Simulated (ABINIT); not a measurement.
# FeAs2 (Lollingite): a self-consistent loop beyond G0W0, cycle by cycle, part 3 of 3

Wanted: G0W0 and self-consistent gaps of FeAs2 (Lollingite), with the cost of the cycles.

ABINIT 10.8.3; LDA and many-body steps on it, plane waves. Known limits of the many-body steps: not at the basis limit; mesh may overstate the screening; no spin polarisation; d states lean on the start; no spin-orbit coupling; coarse k mesh.

So far. Step 7 (evGW0, cycle 3): Against the cycle before, the gap moves by +0.006 eV. Step 10 (evGW, cycle 1): Against G0W0 in ABINIT (2×2×4 mesh, 122 bands, screening to 106.1 eV, Godby-Needs plasmon pole), the gap moves by −0.004 eV.

## (12) Screening, 2×2×4 mesh, 122 bands, screening to 106.1 eV

This step: RPA screening on LDA from quasiparticle energies, plane waves, norm-conserving pseudopotentials.

Contents of run.abi:

```
acell 3*1.0 Angstrom
rprim 
  5.301200000000 0.000000000000 0.000000000000
  0.000000000000 5.985800000000 0.000000000000
  0.000000000000 0.000000000000 2.882200000000
ntypat 2
znucl 26 33
natom 6
typat 1 1 2 2 2 2
xred 
  0.000000000000 0.000000000000 -0.000000000000
  0.500000000000 0.500000000000 0.500000000000
  0.176300000000 0.362400000000 -0.000000000000
  0.823700000000 0.637600000000 -0.000000000000
  0.676300000000 0.137600000000 0.500000000000
  0.323700000000 0.862400000000 0.500000000000
pp_dirpath "pseudos"
pseudos "Fe.upf, As.upf"
ecut 65
ngkpt 2 2 4
nshiftk 1
shiftk 0 0 0
kptopt 1
chksymbreak 0
istwfk *1
occopt 1
irdwfk 1
optdriver 3
nband 122
ecuteps 3.9
inclvkb 2
awtr 1
symchi 1
irdqps 1
gwcalctyp 10
nqptdm 11
qptdm 
  0.5000000000 0.0000000000 0.0000000000
  0.0000000000 0.5000000000 0.0000000000
  0.5000000000 0.5000000000 0.0000000000
  0.0000000000 0.0000000000 0.2500000000
  0.5000000000 0.0000000000 0.2500000000
  0.0000000000 0.5000000000 0.2500000000
  0.5000000000 0.5000000000 0.2500000000
  0.0000000000 0.0000000000 0.5000000000
  0.5000000000 0.0000000000 0.5000000000
  0.0000000000 0.5000000000 0.5000000000
  0.5000000000 0.5000000000 0.5000000000
indata_prefix "in"
outdata_prefix "out"
tmpdata_prefix "tmp"
```

Contents of mrgscr.stdin:

```
2
merged
q0_SCR
out_SCR
1
```

Run with:

```console
$ OMP_NUM_THREADS=1 mpirun -n 4 abinit run.abi > log; mrgscr < mrgscr.stdin
```

Numbers of over 12 decimals in the logs are rounded to 6 here.

Output:

```text
.Version 10.8.3 of ABINIT. v10.8.2 released Aug 2026.

 Symmetries : space group Pn n m (# 58); Bravais oP (primitive ortho.)
[... echo of the input left out ...]
== DATASET  1 ==================================================================
-   mpi_nproc: 4, omp_nthreads: 1 (-1 if OMP is not activated)

--- !DatasetInfo
iteration_state: {dtset: 1, }
dimensions: {natom: 6, nkpt: 12, mband: 122, nsppol: 1, nspinor: 1, nspden: 1, mpw: 15496, }
cutoff_energies: {ecut:  65.0, pawecutdg:  -1.0, }
[...]
q-point number  1        q = ( 0.500000, 0.000000, 0.000000) [r.l.u.]
--------------------------------------------------------------------------------
[... chi0 elements left out ...]
  Average fulfillment of the sum rule on Im[epsilon] for q-point    2 :     25.83  [%]

--------------------------------------------------------------------------------
  q-point number  2        q = ( 0.000000, 0.500000, 0.000000) [r.l.u.]
--------------------------------------------------------------------------------
[... chi0 elements left out ...]
  Average fulfillment of the sum rule on Im[epsilon] for q-point    3 :     26.39  [%]

 [... 9 further q-points ...]
```

Wall time 3 min (4 MPI ranks of Arm Neoverse V1, shared host); peak memory 6.2 GiB; 12 min of CPU time.

This step gave:

| Property | Result |
| --- | --- |
| plasma frequency | 43.24 eV |
| plane waves in the screening matrix | 227 |

This screening reads the quasiparticle levels of the cycle before.

## (13) evGW, cycle 2

This step: evGW on LDA, plane waves, norm-conserving pseudopotentials.

run.abi: that of step 12 with these lines changed.

```diff
@@ -27,12 +27,10 @@
 irdwfk 1
-optdriver 3
+optdriver 4
 nband 122
-ecuteps 3.9
-inclvkb 2
-awtr 1
-symchi 1
-irdqps 1
 gwcalctyp 10
-nqptdm 11
-qptdm 
+ecutsigx 65
+symsigma 1
+nkptgw 12
+kptgw 
+  0.0000000000 0.0000000000 0.0000000000
   0.5000000000 0.0000000000 0.0000000000
@@ -48,2 +46,19 @@
   0.5000000000 0.5000000000 0.5000000000
+bdgw 
+  45 70
+  45 70
+  45 70
+  45 70
+  45 70
+  45 70
+  45 70
+  45 70
+  45 70
+  45 70
+  45 70
+  45 70
+ecuteps 3.9
+irdscr 1
+ppmodel 1
+irdqps 1
 indata_prefix "in"
```

Run with:

```console
$ OMP_NUM_THREADS=1 mpirun -n 4 abinit run.abi > log
```

Output:

```text
.Version 10.8.3 of ABINIT. v10.8.2 released Aug 2026.

 Symmetries : space group Pn n m (# 58); Bravais oP (primitive ortho.)
[... echo of the input left out ...]
== DATASET  1 ==================================================================
-   mpi_nproc: 4, omp_nthreads: 1 (-1 if OMP is not activated)

--- !DatasetInfo
iteration_state: {dtset: 1, }
dimensions: {natom: 6, nkpt: 12, mband: 122, nsppol: 1, nspinor: 1, nspden: 1, mpw: 15496, }
cutoff_energies: {ecut:  65.0, pawecutdg:  -1.0, }
[...]
.  kptgw no:  3; Maximum DeltaE = (  -0.003   0.000) for band index:  1
[...]
.  kptgw no: 11; Maximum DeltaE = (  -0.002   0.001) for band index:  3
.  kptgw no: 12; Maximum DeltaE = (  -0.002   0.000) for band index:  5

== END DATASET(S) ==============================================================
================================================================================

 -outvars: echo values of variables after computation  --------
           etotal      0.0000000000E+00
            nband         122
             nkpt          12
          spgroup          58
 [... the other variables as echoed above ...]

 Calculation completed.
```

It took 13 min on 4 MPI ranks; peak memory 13 GiB.

This step gave:

```yaml
quasiparticle_gap_on_the_mesh: 0.391 eV
gap_of_the_density_functional_on_the_mesh: 0.2727 eV
k_of_the_valence_top: 0, 0, 0
k_of_the_conduction_bottom: 0, 0, 0.25
least_direct_quasiparticle_gap_on_the_computed_points: 0.7390 eV
```

Against the cycle before, the gap moves by −0.001 eV.

## (14) Side by side

Times are wall times on 4 MPI ranks of Arm Neoverse V1, shared host, good to a factor of about two. A run's time includes the screening step that it read.

```
           run   mesh  bands  screening cutoff (eV)  DFT gap (eV)  gap on the mesh (eV)  direct (eV)  ε∞ used     time
          G0W0  2×2×4    122                  106.1         0.273                 0.396        0.728    26.98  6.2 min
evGW0, cycle 1  2×2×4    122                  106.1         0.273                 0.386        0.742    26.98   18 min
evGW0, cycle 2  2×2×4    122                  106.1         0.273                 0.358        0.720    26.98   18 min
evGW0, cycle 3  2×2×4    122                  106.1         0.273                 0.364        0.727    26.98   18 min
 evGW, cycle 1  2×2×4    122                  106.1         0.273                 0.392        0.740    24.39   18 min
 evGW, cycle 2  2×2×4    122                  106.1         0.273                 0.391        0.739    24.10   18 min
```

## (15) What came out

```json
{
 "G0W0": "0.396 eV",
 "evGW0, cycle 1": "0.386 eV",
 "evGW0, cycle 2": "0.358 eV",
 "evGW0, cycle 3": "0.364 eV",
 "evGW, cycle 1": "0.392 eV",
 "evGW, cycle 2": "0.391 eV",
 "known limits": "not at the basis limit; mesh may overstate the screening; no spin polarisation; d states lean on the start; no spin-orbit coupling; coarse k mesh"
}
```

**Reading.** Only the bands that the input lists are updated; the others, empty or deep, keep the functional's energies or take a rigid shift. The evGW loop starts from the last levels of evGW0, so its cycles and time come on top of those. evGW0 ends at 0.36 eV, −0.03 eV from G0W0, after 3 cycles that took 37 min beside the first screening; the last moved the gap by 0.006 eV. evGW ends at 0.39 eV, −0.01 eV from G0W0, after 2 cycles that took 37 min beside the first screening; the last moved the gap by 0.001 eV. Against experiment, by evGW, cycle 2: the gap of 0.39 eV lies +0.19 eV from the measured 200 meV (transport, 2013). These are gaps on the mesh, at modest bands and cutoff. The calculation has static nuclei and no excitons; a measured gap holds zero-point and thermal motion, which mostly lowers it. Bands and cutoff are finite, so the gap is not at the basis limit. The miss can reach some tenths of an eV and take either sign; the mesh is an error of its own. The 2×2×4 mesh is coarse for this cell, which bears on the long-range parts of exchange and screening. For the LDA start: The RPA ε∞ on this mesh reaches over 25; with a narrow direct gap a coarse mesh can overstate it, and the correction is then too small. In the updated screening the q = 0 part is built from Kohn-Sham bands under a rigid shift, the other q from the quasiparticle levels. The runs have no spin polarisation. For a closed low-spin shell that is the natural state; where a d or f shell is open it is a constraint, and the gap is then not the crystal's own. With d states at the gap, one-shot GW leans hard on its start. The many-body steps are scalar-relativistic: spin-orbit coupling is not in them.

[Paths, hosts, dates, memory and timing lines, banners, echoed tables and standing remarks are left out of the program output.]

[Logs are printed without paths, hosts, clocks, repeated set-up lines and the standing remarks that a program may print on its own settings, such as how far it seeks lower states.]

[Runs of the session that timed out or met a known fault of the program may be left out.]

[Hosts, paths, dates, database ids (printed as entryN), source tags and the programs' standing remarks are cut or masked in the printed files.]

[G0W0 gaps are taken among the corrected bands and points alone; a level outside them can change the order at an edge.]

[Where Ansatz stands beside ABINIT at settings called matched, ABINIT's density can come from a denser mesh and the files from another edition; pairs whose starting gaps differed by over 0.03 eV were left out, so agreement reads better than it is.]
